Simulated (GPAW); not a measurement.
Consider LiHS (Ama2).

```xyz
6
Lattice="6.1569 0.0000 0.0000 0.0000 2.8092 2.7574 0.0000 -2.8092 2.7574" Properties=species:S:1:pos:R:3 pbc="T T T"
S     1.5392   -1.4704    4.0647
S     4.6177    1.4704    4.0647
Li    0.0000    0.0000    2.7665
Li    3.0784    0.0000    2.7665
H     4.6177    2.3889    3.0788
H     1.5392   -2.3889    3.0788
```

Absorber: atom 1, with 1 H at 1.35 Å, 2 Li at 2.49 Å and 2 Li at 2.51 Å (distorted square pyramidal, site symmetry m). Method: GPAW, LDA, full core hole (charged cell), 12-atom cell with 5.5 Å between holes, 3×3×3 k points, dipole transitions, Gaussian full width 0.9 eV up to 4 eV, rising linearly to 3.5 eV at 25 eV.

Where do the maxima of the S K edge fall?

Main maxima up to 24 eV above the zero (height): 1.1 eV (2.00), 4.4 eV (1.83), 6.3 eV (1.97), 12.2 eV (1.19), 17.8 eV (0.79) and 23.3 eV (1.00). A K edge sees empty p states on the absorber. The total-energy difference plus the lowest empty eigenvalue puts the zero at 2474.48 eV. One term is added: -16.82 eV, since the hole is spin-paired here and a spin-polarised one costs that much less in the free atom (computed apart). The photon energy is then 2457.66 eV. The functional and the charged cell's background leave an error in such absolute values: in the free atom LDA prices this hole 9.1 eV below PBE (computed apart), and PBE is itself good to a few eV.

The S K spectrum (energy from the lowest empty level; intensity scaled to a mean of 1 over the first 20 eV; polarised curves are means over the symmetry-equivalent atoms):

| E (eV) | isotropic | ε ∥ x | ε ∥ y | ε ∥ z |
| --- | --- | --- | --- | --- |
| -2.0 | 0.00 | 0.00 | 0.00 | 0.00 |
| -1.5 | 0.00 | 0.00 | 0.00 | 0.00 |
| -1.0 | 0.00 | 0.00 | 0.00 | 0.00 |
| -0.5 | 0.07 | 0.00 | 0.09 | 0.11 |
| 0.0 | 0.45 | 0.00 | 0.61 | 0.74 |
| 0.5 | 1.13 | 0.01 | 1.56 | 1.82 |
| 1.0 | 1.95 | 0.02 | 2.72 | 3.12 |
| 1.5 | 1.34 | 0.07 | 1.84 | 2.10 |
| 2.0 | 0.41 | 0.18 | 0.50 | 0.55 |
| 2.5 | 0.56 | 0.41 | 0.61 | 0.65 |
| 3.0 | 0.85 | 0.50 | 0.99 | 1.05 |
| 3.5 | 1.01 | 0.43 | 1.37 | 1.22 |
| 4.0 | 1.58 | 1.13 | 1.90 | 1.70 |
| 4.5 | 1.80 | 2.26 | 1.57 | 1.58 |
| 5.0 | 1.48 | 2.08 | 1.16 | 1.20 |
| 5.5 | 1.49 | 1.37 | 1.53 | 1.56 |
| 6.0 | 1.89 | 1.50 | 2.05 | 2.12 |
| 6.5 | 1.89 | 1.62 | 2.00 | 2.04 |
| 7.0 | 1.38 | 1.28 | 1.43 | 1.42 |
| 7.5 | 0.93 | 0.86 | 0.94 | 1.00 |
| 8.0 | 0.74 | 0.55 | 0.80 | 0.87 |
| 8.5 | 0.68 | 0.51 | 0.76 | 0.77 |
| 9.0 | 0.66 | 0.69 | 0.65 | 0.64 |
| 9.5 | 0.63 | 0.82 | 0.52 | 0.54 |
| 10.0 | 0.63 | 0.87 | 0.48 | 0.52 |
| 10.5 | 0.73 | 1.02 | 0.58 | 0.60 |
| 11.0 | 0.92 | 1.23 | 0.78 | 0.74 |
| 11.5 | 1.09 | 1.37 | 0.99 | 0.91 |
| 12.0 | 1.18 | 1.36 | 1.13 | 1.05 |
| 12.5 | 1.17 | 1.24 | 1.16 | 1.12 |
| 13.0 | 1.09 | 1.04 | 1.13 | 1.10 |
| 13.5 | 0.98 | 0.84 | 1.07 | 1.05 |
| 14.0 | 0.89 | 0.72 | 0.99 | 0.98 |
| 14.5 | 0.83 | 0.67 | 0.90 | 0.92 |
| 15.0 | 0.78 | 0.66 | 0.82 | 0.87 |
| 15.5 | 0.74 | 0.65 | 0.76 | 0.81 |
| 16.0 | 0.72 | 0.64 | 0.74 | 0.77 |
| 16.5 | 0.73 | 0.65 | 0.75 | 0.78 |
| 17.0 | 0.75 | 0.66 | 0.78 | 0.81 |
| 17.5 | 0.78 | 0.68 | 0.82 | 0.85 |
| 18.0 | 0.78 | 0.67 | 0.82 | 0.85 |
| 18.5 | 0.75 | 0.65 | 0.79 | 0.82 |
| 19.0 | 0.71 | 0.63 | 0.74 | 0.76 |
| 19.5 | 0.67 | 0.62 | 0.68 | 0.69 |
| 20.0 | 0.65 | 0.64 | 0.66 | 0.66 |
| 20.5 | 0.68 | 0.69 | 0.69 | 0.67 |
| 21.0 | 0.75 | 0.74 | 0.76 | 0.73 |
| 21.5 | 0.83 | 0.81 | 0.86 | 0.81 |
| 22.0 | 0.91 | 0.87 | 0.95 | 0.90 |
| 22.5 | 0.96 | 0.92 | 1.00 | 0.96 |
| 23.0 | 0.99 | 0.97 | 1.02 | 1.00 |
| 23.5 | 1.00 | 0.99 | 1.00 | 1.00 |
| 24.0 | 0.98 | 1.00 | 0.96 | 0.99 |
| 24.5 | 0.95 | 0.99 | 0.91 | 0.96 |
| 25.0 | 0.92 | 0.97 | 0.87 | 0.92 |
| 25.5 | 0.89 | 0.94 | 0.83 | 0.88 |
| 26.0 | 0.86 | 0.92 | 0.80 | 0.85 |
| 26.5 | 0.83 | 0.90 | 0.78 | 0.81 |
| 27.0 | 0.81 | 0.89 | 0.77 | 0.79 |
| 27.5 | 0.80 | 0.87 | 0.76 | 0.76 |
| 28.0 | 0.78 | 0.86 | 0.75 | 0.74 |
| 28.5 | 0.78 | 0.86 | 0.75 | 0.73 |
| 29.0 | 0.79 | 0.86 | 0.77 | 0.73 |
| 29.5 | 0.80 | 0.87 | 0.79 | 0.74 |
| 30.0 | 0.81 | 0.87 | 0.81 | 0.76 |
| 30.5 | 0.82 | 0.86 | 0.84 | 0.78 |
| 31.0 | 0.82 | 0.83 | 0.85 | 0.79 |
| 31.5 | 0.82 | 0.80 | 0.86 | 0.81 |
| 32.0 | 0.81 | 0.77 | 0.86 | 0.82 |

The holes are only 5.5 Å apart, so the shape is probably not converged with cell size; no larger cell was run here. The mesh is coarse (0.38 Å⁻¹ between points), so small maxima may be mesh ripples. The structure is a published determination, not relaxed.

[Banner, clock and machine lines of the logs are left out without a mark of their own.]

[Logs are printed without paths, hosts, clocks, repeated set-up lines and the standing remarks that a program may print on its own settings, such as how far it seeks lower states.]

[Hosts, paths, dates, database ids (printed as entryN), source tags and the programs' standing remarks are cut or masked in the printed files.]

[Lists of maxima count a maximum above −3 eV only where it reaches 4 % of the highest in the window and stands out from its surroundings by 2 % of it (1.5 % where it reaches 55 %); shoulders and weaker maxima are passed over, and of the rest the first, up to two pre-edge ones and the few strongest are named.]
